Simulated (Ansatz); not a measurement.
# NdTlSe2 (R-3m): how robust is the cRPA U?

What does U in NdTlSe2 (R-3m) depend on besides the window?

Calculated with Ansatz 0.2.0; constrained RPA on LDA, plane waves, PAW.

## Step 1: The structure

It takes space group R-3m (No. 166, trigonal). The conventional cell has a = 4.315 Å, b = 4.315 Å, c = 23.133 Å, α = 90.00°, β = 90.00°, γ = 120.00°. Nd has 6 Se at 2.98 Å nearest. Nearest to Tl lie 6 Se at 3.34 Å. Se has 3 Nd at 2.98 Å and 3 Tl at 3.34 Å nearest. Farther neighbours and most contacts between anions are not listed.

Coordinates:

```cif
data_structure
_symmetry_space_group_name_H-M 'P 1'
_symmetry_Int_Tables_number 1
_cell_length_a 8.1034
_cell_length_b 8.1034
_cell_length_c 8.1034
_cell_angle_alpha 30.882
_cell_angle_beta 30.882
_cell_angle_gamma 30.882
_cell_volume 124.34
loop_
_atom_site_label
_atom_site_type_symbol
_atom_site_fract_x
_atom_site_fract_y
_atom_site_fract_z
_atom_site_occupancy
Nd1 Nd 0.00000 0.00000 0.00000 1
Tl2 Tl 0.50000 0.50000 0.50000 1
Se3 Se 0.26289 0.26289 0.26289 1
Se4 Se 0.73711 0.73711 0.73711 1
```

The cell and positions are those that the Materials Project relaxed with its own functionals (PBE, PBE+U or r2SCAN), kept fixed. Spin-orbit coupling is left out unless a step names it. The default PAW set here is soft_2. Its files were made with PBE.

## Step 2: Base: Nd f, bands v2 to c5, 4×4×4 mesh, medium accuracy

Constrained RPA screens the interaction with every transition except those inside the target bands, which a later many-body model would treat itself.

Contents of input.yaml:

```yaml
crystal:
  lattice:
    - [-3.43484194, -3.43484194, -6.48601803]
    - [-3.43484194, -6.48601803, -3.43484194]
    - [-6.48601803, -3.43484194, -3.43484194]
  atoms:
    - { symbol: Nd, position: [0.0, 0.0, 0.0] }
    - { symbol: Tl, position: [0.5, 0.5, 0.5] }
    - { symbol: Se, position: [0.26288803, 0.26288803, 0.26288803] }
    - { symbol: Se, position: [0.73711197, 0.73711197, 0.73711197] }
kpoints:
  mp_grid: { grid: [8, 8, 8] }
hamiltonian:
  xc: lda
scf:
  occupations: { method: gaussian, width: 0.08 }
  n_extra_bands: 21
  max_iter: 150
output:
  crpa:
    kmesh: [4, 4, 4]
    target_bands: [v2, c5]
    projections: [{ species: Nd, l: f, shell: 4 }]
  local_orbitals:
    kmesh: [8, 8, 8]
    orbitals: [{ species: Nd, l: f, shell: 4 }]
    window: { bands: [v2, c5] }
    seedname: lo
```

Run with:

```console
$ ansatz run input.yaml --threads 4 --pin off --max-ram 9216MiB --backend cpu --events-out ev --progress --plain --runs-dir out
```

Numbers of over 12 decimals in the logs are rounded to 6 here.

The program printed:

```text
Nd: projections on atomic orbitals take those of the free atom [Kr 4d10] 4f4 5s2 5p6 5d0 6s2, of charge +0.00 (hamiltonian.pseudopotentials.projection_atoms); the dataset's partial waves leave at most 1.1e-3 of an orbital's norm unspanned inside its sphere
scf.n_extra_bands = 21 over 30 filled bands (N_el = 59.0): the run solves 51 bands
Engine: ansatz 0.2.0, aarch64-unknown-linux-gnu
Pseudopotentials: kind: paw
Pseudopotential: Nd, paw, valence charge 14, recommended cutoff 420 eV (normal), Nd.paw.azcp
Pseudopotential: Tl, paw, valence charge 13, recommended cutoff 420 eV (normal), Tl.paw.azcp
Pseudopotential: Se, paw, valence charge 16, recommended cutoff 420 eV (normal), Se.paw.azcp
Functional definition: SPW92
  exchange = slater_x
  correlation = pw_c
Crystal: 4 atoms, lattice volume = 124.337 Å³
Basis set: ecut = 420 eV, 2431 PW (Γ)
Bands: 51, of which v1, the nominal top of the filled ones, is band 30 counted from 1 (29 counted from 0)
Symmetry: 12 space group operations
Space group: R-3m (ITA 166), of the structure as read, at distance tolerance 5.0e-5 Å
k-points: 65 of 512
Non-local potential: Nd, projectors of the file, l = 0: 3, l = 1: 2, l = 2: 2, l = 3: 3
Non-local potential: Tl, projectors of the file, l = 0: 2, l = 1: 2, l = 2: 2, l = 3: 1
Non-local potential: Se, projectors of the file, l = 0: 2, l = 1: 2, l = 2: 3, l = 3: 1
PAW form: soft (Blöchl's): semilocal exchange-correlation on the pseudo side does not see the compensation charge
PAW frozen core: Nd, regenerated for the run's functional, and the local potential with it (the file was generated under x = pbe(κ = 0.804, μ = 0.219515), c = pbe(β = 0.066725))
PAW frozen core: Tl, regenerated for the run's functional, and the local potential with it (the file was generated under x = pbe(κ = 0.804, μ = 0.219515), c = pbe(β = 0.066725))
PAW frozen core: Se, regenerated for the run's functional, and the local potential with it (the file was generated under x = pbe(κ = 0.804, μ = 0.219515), c = pbe(β = 0.066725))
PAW one-centre angular grid: Nd, 590 points (default); XC on 64 Gauss nodes
PAW one-centre angular grid: Tl, 590 points (default); XC on 64 Gauss nodes
PAW one-centre angular grid: Se, 590 points (default); XC on 64 Gauss nodes
Initial density: superposition of atomic densities (neutral atoms: chi_scale 0, normalization atom), corrected by the library's trained network
Initial wavefunctions: pseudopotential atomic-orbital guess
Functional: x = slater, c = lda
SCF iter   1: F=—  HF=-29060.260838 eV  |F-HF|=—  |Δ(HF+E_count)|=         —  Δρ=6.12e-3  dr2=2.73e-2  ethr=1.77e-3  ⟨swp⟩=5.6  Hψ=13054  notcnv=0  defer=325
[...]
SCF 1 converged in 14 iterations: F = -29060.251511 eV  dr2 = 2.28e-8
[...]
NSCF: frozen V_eff on 68 k-points
NSCF: frozen V_eff on 13 k-points
[...]
cRPA screening: q 1/64
cRPA screening: q 2/64
cRPA screening: q 8/64 (q-point 3)
cRPA screening: q 11/64 (q-point 6)
cRPA screening: q 17/64 (q-point 7)
cRPA screening: q 29/64 (q-point 8)
cRPA screening: q 35/64 (q-point 11)
cRPA screening: q 38/64 (q-point 22)
cRPA screening: q 40/64 (q-point 23)
cRPA screening: q 46/64 (q-point 24)
cRPA screening: q 52/64 (q-point 27)
cRPA screening: q 58/64 (q-point 28)
cRPA screening: q 64/64 (q-point 43)
SCF converged after 14 iterations
Free energy (F): -29060.251511 eV
Harris-Foulkes:  -29060.251511 eV  (|F-HF|=3.69e-8)
Internal energy: -29060.089214 eV  (E = F + TS)
E sigma→0 (E₀):  -29060.170363 eV
Entropy (-TS):   -0.162297 eV (-40.574 meV/atom)
Fermi energy:    8.239340 eV
--- Per-component energies (eV) ---
  E_band       = -848.866714
  E_kinetic    = 929.755521
  E_local      = -7115.143101  (includes V_loc(G=0)·N_el)
  E_nonlocal   = -806.600009
  E_hartree    = 3298.398147
  E_xc         = -659.013682
  E_vxc        = -582.088330  (∫ρ·V_xc dr)
  E_paw        = -19135.361071  (= ΣΔE_a)
  E_vpaw       = 128.416719  (= ΣTr[D̂ρ^β])
  E_aug_tail   = -0.001148  (compensation charges beyond the density's cutoff)
  E_ewald      = -5577.128445
  E_core_change = 5.004573  (= ΣΔE_core)
  E_smearing   = -0.162297  (= −TS)
  E_closure    = -0.000000  (closes the sum)
  Σ components = -29060.251511   (vs F -29060.251511, Δ=0.00e0)
--- Band table (eV; the first three rows and the last of 65) ---
  k-point 0: bands = [... 26 lower, 6.6573, 6.6573, 8.2308, 8.2844, 8.2844, 8.3625, 8.6086, 8.6917, ... 17 higher]
  k-point 1: bands = [... 26 lower, 6.5835, 6.8054, 8.2373, 8.2830, 8.2831, 8.3530, 8.5511, 8.6030, ... 17 higher]
  k-point 2: bands = [... 26 lower, 6.4651, 6.7378, 8.2500, 8.2699, 8.2711, 8.3199, 8.3578, 8.5126, ... 17 higher]
  k-point 64: bands = [... 26 lower, 6.7251, 7.4504, 8.2327, 8.2855, 8.2855, 8.3625, 8.7241, 8.7241, ... 17 higher]
--- cRPA (band scheme, projected local orbitals): target bands 29..35 (1-based), 7 Wannier function(s), 4×4×4 mesh, 70 bands' worth read of 75 solved, ecut_chi 136.0 eV, v(q+G=0) probe_charge, pair densities all_electron ---
  χ-basis size per q: N_G = 429..454
  window electrons = 3.0000, filled by tetrahedron_uncorrected; constrained ε̄⁻¹(q = 0, 0) head = 0.117441; min gauge Gram eig = 0.5379
  Kanamori averages over each shell's own Wannier functions (sites counted from 0, functions from 1):
    Site 0, 4F, 7 of 7 f orbitals (Wannier functions 1, 2, 3, 4, 5, 6, 7; wannier90's mr 1, 2, 3, 4, 5, 6, 7):
      screened: U = 3.3091 eV, U' = 2.2929 eV, J = 0.4964 eV
      screened f-shell averages: U_bar = F0 = 2.4381 eV, J_bar = 0.6416 eV
      screened, to within: U = 8.4e-3 eV, U' = 8.4e-3 eV, J = 9.6e-4 eV
      screened f-shell averages, to within: U_bar = 6.7e-3 eV, J_bar = 1.3e-3 eV
      bare: V = 24.4459 eV, V' = 23.0374 eV, J = 0.6554 eV
      bare f-shell averages: V_bar = F0 = 23.2386 eV, J_bar = 0.8566 eV
  Hermiticity witness max|P − P†| over intra, direct and exchange elements: 1.78e-14 eV (screened), 3.55e-15 eV (bare)
  Reality witness max|Im| over intra, direct and exchange elements: 2.08e-15 eV (screened), 3.36e-18 eV (bare)
```

Wall time 20 min (4 threads of Arm Neoverse V1, shared host); peak memory 1.6 GiB.

This step gave:

| Item | Value |
| --- | --- |
| U | 3.309 eV |
| U prime (inter-orbital) | 2.293 eV |
| J | 0.4964 eV |
| bare V | 24.45 eV |
| bare J | 0.6554 eV |
| stated bound on U | 0.008325 eV |
| U over bare V | 0.1354 |
| electrons in the window | 3.000 |
| head of the constrained inverse dielectric matrix | 0.1174 |
| least eigenvalue of the projection's overlap | 0.5379 |
| target functions | 7 |
| bands in the sums | 70 |
| r.m.s. miss of the model bands | 0.001683 eV |
| width of the target bands | 0.7237 eV |
| weight of the projected orbitals in the window | 0.9375 |

On the Nd f shell, screening brings the on-site interaction from 24.4 eV down to U = 3.31 eV.

## Step 3: Changed: 2×2×2 mesh

input.yaml, as its differences from that of step 2:

```diff
@@ -20,9 +20,4 @@
   crpa:
-    kmesh: [4, 4, 4]
+    kmesh: [2, 2, 2]
     target_bands: [v2, c5]
     projections: [{ species: Nd, l: f, shell: 4 }]
-  local_orbitals:
-    kmesh: [8, 8, 8]
-    orbitals: [{ species: Nd, l: f, shell: 4 }]
-    window: { bands: [v2, c5] }
-    seedname: lo
```

The program printed:

```text
[...]
Crystal: 4 atoms, lattice volume = 124.337 Å³
Basis set: ecut = 420 eV, 2431 PW (Γ)
Bands: 51, of which v1, the nominal top of the filled ones, is band 30 counted from 1 (29 counted from 0)
[... 1 set-up line as in the run before ...]
[...]
k-points: 65 of 512
[...]
SCF iter   1: F=—  HF=-29060.260838 eV  |F-HF|=—  |Δ(HF+E_count)|=         —  Δρ=6.12e-3  dr2=2.73e-2  ethr=1.77e-3  ⟨swp⟩=5.6  Hψ=13054  notcnv=0  defer=325
[...]
SCF iter  14: F=-29060.251511 eV  HF=-29060.251511 eV  |F-HF|=3.69e-8  |Δ(HF+E_count)|=   2.76e-8  Δρ=6.66e-6  dr2=2.28e-8  ethr=1.69e-10  ⟨swp⟩=8.9  Hψ=13557  notcnv=0
SCF 1 converged in 14 iterations: F = -29060.251511 eV  dr2 = 2.28e-8
[...]
NSCF: frozen V_eff on 4 k-points
[...]
cRPA screening: q 1/8
cRPA screening: q 2/8
cRPA screening: q 5/8 (q-point 4)
cRPA screening: q 8/8
SCF converged after 14 iterations
Free energy (F): -29060.251511 eV
[...]
Internal energy: -29060.089214 eV  (E = F + TS)
E sigma→0 (E₀):  -29060.170363 eV
Entropy (-TS):   -0.162297 eV (-40.574 meV/atom)
Fermi energy:    8.239340 eV
[...]
--- Band table (eV; the first three rows and the last of 65) ---
  k-point 0: bands = [... 26 lower, 6.6573, 6.6573, 8.2308, 8.2844, 8.2844, 8.3625, 8.6086, 8.6917, ... 17 higher]
  k-point 1: bands = [... 26 lower, 6.5835, 6.8054, 8.2373, 8.2830, 8.2831, 8.3530, 8.5511, 8.6030, ... 17 higher]
  k-point 2: bands = [... 26 lower, 6.4651, 6.7378, 8.2500, 8.2699, 8.2711, 8.3199, 8.3578, 8.5126, ... 17 higher]
  k-point 64: bands = [... 26 lower, 6.7251, 7.4504, 8.2327, 8.2855, 8.2855, 8.3625, 8.7241, 8.7241, ... 17 higher]
[...]
χ-basis size per q: N_G = 429..454
[...]
screened: U = 2.7685 eV, U' = 1.8076 eV, J = 0.4762 eV
      screened f-shell averages: U_bar = F0 = 1.9449 eV, J_bar = 0.6134 eV
      screened, to within: U = 6.5e-3 eV, U' = 6.5e-3 eV, J = 8.6e-4 eV
      screened f-shell averages, to within: U_bar = 5.1e-3 eV, J_bar = 1.1e-3 eV
      bare: V = 24.3179 eV, V' = 22.9201 eV, J = 0.6505 eV
      bare f-shell averages: V_bar = F0 = 23.1198 eV, J_bar = 0.8502 eV
[...]
```

Elapsed: 90 s, on 4 threads; peak memory 1.4 GiB.

Numbers from this step:

```
U                                                 : 2.769 eV
U prime (inter-orbital)                           : 1.808 eV
J                                                 : 0.4762 eV
bare V                                            : 24.32 eV
bare J                                            : 0.6505 eV
stated bound on U                                 : 0.006497 eV
U over bare V                                     : 0.1138
electrons in the window                           : 3.000
head of the constrained inverse dielectric matrix : 0.1156
least eigenvalue of the projection's overlap      : 0.5379
target functions                                  : 7
bands in the sums                                 : 70
width of the target bands                         : 0.7237 eV
weight of the projected orbitals in the window    : 0.9375
```

On the Nd f shell, screening brings the on-site interaction from 24.3 eV down to U = 2.77 eV.

## Step 4: Changed: orbitals of another atom

input.yaml, as its differences from that of step 3:

```diff
@@ -20,4 +20,4 @@
   crpa:
-    kmesh: [2, 2, 2]
+    kmesh: [4, 4, 4]
     target_bands: [v2, c5]
-    projections: [{ species: Nd, l: f, shell: 4 }]
+    projections: [{ species: Se, l: p }]
```

The program printed:

```text
Error: invalid value for `output.crpa.projections`: 6 orbital(s) selected but the target window spans 7 band(s); name one orbital per band of it
```

Run time: 0.2 s. Hardware: 4 threads; peak memory 0.11 GiB.

The input was rejected at the start.

The program's message: “Error: invalid value for `output.crpa.projections`: 6 orbital(s) selected but the target window spans 7 band(s); name one orbital per band of it”

The fault put into this input: trial orbitals that do not match the target bands.

## Step 5: Side by side

Times are wall times on 4 threads of Arm Neoverse V1, shared host, good to a factor of about two.

| run | bare V (eV) | U (eV) | J (eV) | bound on U (eV) | width (eV) | time |
| --- | --- | --- | --- | --- | --- | --- |
| target window | 24.45 | 3.309 | 0.496 | 0.0083 | 0.72 | 20 min |
| 2×2×2 mesh | 24.32 | 2.769 | 0.476 | 0.0065 | 0.72 | 90 s |

## Step 6: Outcome

```yaml
target_window: U 3.31 eV, J 0.50 eV
2x2x2_mesh: U 2.77 eV, J 0.48 eV
```

In words: 2×2×2 mesh moves U by −0.54 eV at 0.075 times the time. The printed bound covers the solver alone, not the mesh, and no denser mesh than the base was run. The parent state is non-magnetic and the interaction static (zero frequency); U depends on the window and the orbitals, so it belongs to this model alone. Spin-orbit coupling, which is strong for atoms this heavy, is left out.

[Paths, hosts, dates, memory and timing lines, banners, echoed tables and standing remarks are left out of the program output.]

[Logs are printed without paths, hosts, clocks, repeated set-up lines and the standing remarks that a program may print on its own settings, such as how far it seeks lower states.]

[Runs of the session that timed out or met a known fault of the program may be left out.]

[Hosts, paths, dates, database ids (printed as entryN), source tags and the programs' standing remarks are cut or masked in the printed files.]
